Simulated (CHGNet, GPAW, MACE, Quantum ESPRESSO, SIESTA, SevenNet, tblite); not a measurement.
# Which run comes nearest? Twisted Ti3C2O2 MXene bilayer, 38.21° (98 atoms)

The cell holds 98 atoms: 42 Ti, 28 C and 28 O. Its edges and angles: a = 8.043 Å, b = 8.043 Å, c = 30.650 Å, α = 90.0°, β = 90.0°, γ = 120.0°. It derives from Ti3C2O2 (Ti3C2O2 MXene). Ti3C2O2 MXene (a = 3.04 Å) under Ti3C2O2 MXene (a = 3.04 Å), bilayer, commensurate cell of 7 unit cells a layer, twist 38.21 deg; facing planes 2.85 Å apart; 14 Å of vacuum; layers as built, displaced by a Gaussian of 0.01 Å. Then every atom was moved at random, 0.02 Å r.m.s. a Cartesian component. Regions: layer 1, 49 atoms (21 Ti, 14 C and 14 O); layer 2, 49 atoms (21 Ti, 14 C and 14 O). Vacuum lies along c.

Geometry: as built.

The reference, a calculation:

- method: Kohn-Sham DFT, PBE, SSSP efficiency 1.3.0 pseudopotentials, plane waves (Quantum ESPRESSO 7.5); sssp-pbe-1.3.0-efficiency, cutoffs 60/480 Ry, Γ point
- r.m.s. force component: 0.3758 eV/Å
- longest force: 1.14 eV/Å
- time: 24 min on 4 MPI ranks of Arm Neoverse V2, shared host
- CPU time: 1.6 h

**Question.** The same geometry is run in other programs. How far does each lie from the reference, and what does it cost?
- SIESTA PBE, SZP, shift 0.01 Ry, mesh 500 Ry (SIESTA 5.4.2; 2 MPI ranks)
- GPAW PBE, grid h 0.24 Å (GPAW 26.7.0; 4 MPI ranks)
- MACE MPA-0 medium potential (MACE MPA-0 medium; 1 thread)
- SIESTA PBE, DZP, shift 0.01 Ry, mesh 500 Ry (SIESTA 5.4.2; 4 MPI ranks)
- SIESTA PBE, DZP, shift 0.005 Ry, mesh 500 Ry (SIESTA 5.4.2; 4 MPI ranks)
- CHGNet r2SCAN potential (CHGNet r2SCAN; 1 thread)
- SIESTA PBE, DZP, shift 0.01 Ry, mesh 150 Ry (SIESTA 5.4.2; 2 MPI ranks)
- GPAW PBE, plane waves 600 eV (GPAW 26.7.0; 4 MPI ranks)
- tblite GFN1-xTB (tblite 0.8.0; 1 thread)
- SevenNet l3i5 potential (SevenNet l3i5; 1 thread)

Differences are against the plane-wave reference, forces as r.m.s. over components; share is that over the reference's r.m.s. force, slope the least-squares factor from reference forces to these. Total energies of different programs have different zeros and aren't compared.

| run | Δ force, r.m.s. (meV/Å) | share (%) | slope | cores | CPU time | memory (GiB) |
| --- | --- | --- | --- | --- | --- | --- |
| reference | - | - | - | 4 | 1.6 h | 6.6 |
| SIESTA PBE, SZP, shift 0.01 Ry, mesh 500 Ry (coarse) | 124 | 32.9 | 1.109 | 2 | 12 min | 2.2 |
| GPAW PBE, grid h 0.24 Å (coarse) | 335 | 89.3 | 0.870 | 4 | 33 min | 2.6 |
| MACE MPA-0 medium potential | 272 | 72.4 | 0.784 | 1 | 8.2 s | 1.2 |
| SIESTA PBE, DZP, shift 0.01 Ry, mesh 500 Ry | 62.9 | 16.7 | 1.073 | 4 | 15 min | 2.9 |
| SIESTA PBE, DZP, shift 0.005 Ry, mesh 500 Ry | 93.9 | 25.0 | 1.088 | 4 | 22 min | 3.4 |
| CHGNet r2SCAN potential | 278 | 74.0 | 0.315 | 1 | 3.9 s | 1.3 |
| SIESTA PBE, DZP, shift 0.01 Ry, mesh 150 Ry (coarse) | 65.5 | 17.4 | 1.069 | 2 | 4.3 min | 0.92 |
| GPAW PBE, plane waves 600 eV | 36.9 | 9.81 | 1.030 | 4 | 36 min | 3.8 |
| tblite GFN1-xTB | 467 | 124 | 0.372 | 1 | 15 s | 0.14 |
| SevenNet l3i5 potential | 263 | 70.0 | 0.794 | 1 | 10 s | 1.9 |

Rows marked coarse were listed beforehand as settings not expected to be converged; some can still land near the reference.

Times of the machine-learned potentials are mostly Python's start and the loading of weights.

CPU time is summed over cores on a shared host, where runs went side by side, so it is rough. Symmetry, cutoffs, thresholds, outputs and thread counts weren't matched or tuned between programs; memory under MPI is the largest rank's times the ranks.

PBE on plane waves or a grid with other potentials, cutoffs or grids, coarse settings apart, differs from the reference by 9.8 % (GPAW PBE, plane waves 600 eV) of the r.m.s. force; potentials, valence shells or grid differ, and the table alone doesn't part them. The PBE runs in local orbitals, coarse settings apart, differ by 17 % (SIESTA PBE, DZP, shift 0.01 Ry, mesh 500 Ry) to 25 % (SIESTA PBE, DZP, shift 0.005 Ry, mesh 500 Ry); basis, grid and potentials can all enter. Tight binding differs by 124 % (tblite GFN1-xTB); it is another model, with fitted parameters of its own, and the xTB methods hold dispersion. Machine-learned potentials differ by 70 % (SevenNet l3i5 potential) to 74 % (CHGNet r2SCAN potential); they were trained on other programs' data, some at another functional. Among those trained on PBE data the slope goes as low as 0.78, with a correlation of 0.75, so directions differ as well as sizes. Periodic xTB results under one method name differ between programs and library versions. Machine-learned potentials mimic data converged in k, so the reference's own k-point error enters their differences. The runs have no spin polarisation, so any moments at edges, vacancies or dangling bonds can't form. The electronic-structure runs sample only Γ, in a cell whose shortest periodic width is 7 Å, which is coarse for a cell with partly filled levels.

[Hosts, paths, dates, database ids (printed as entryN), source tags and the programs' standing remarks are cut or masked in the printed files.]
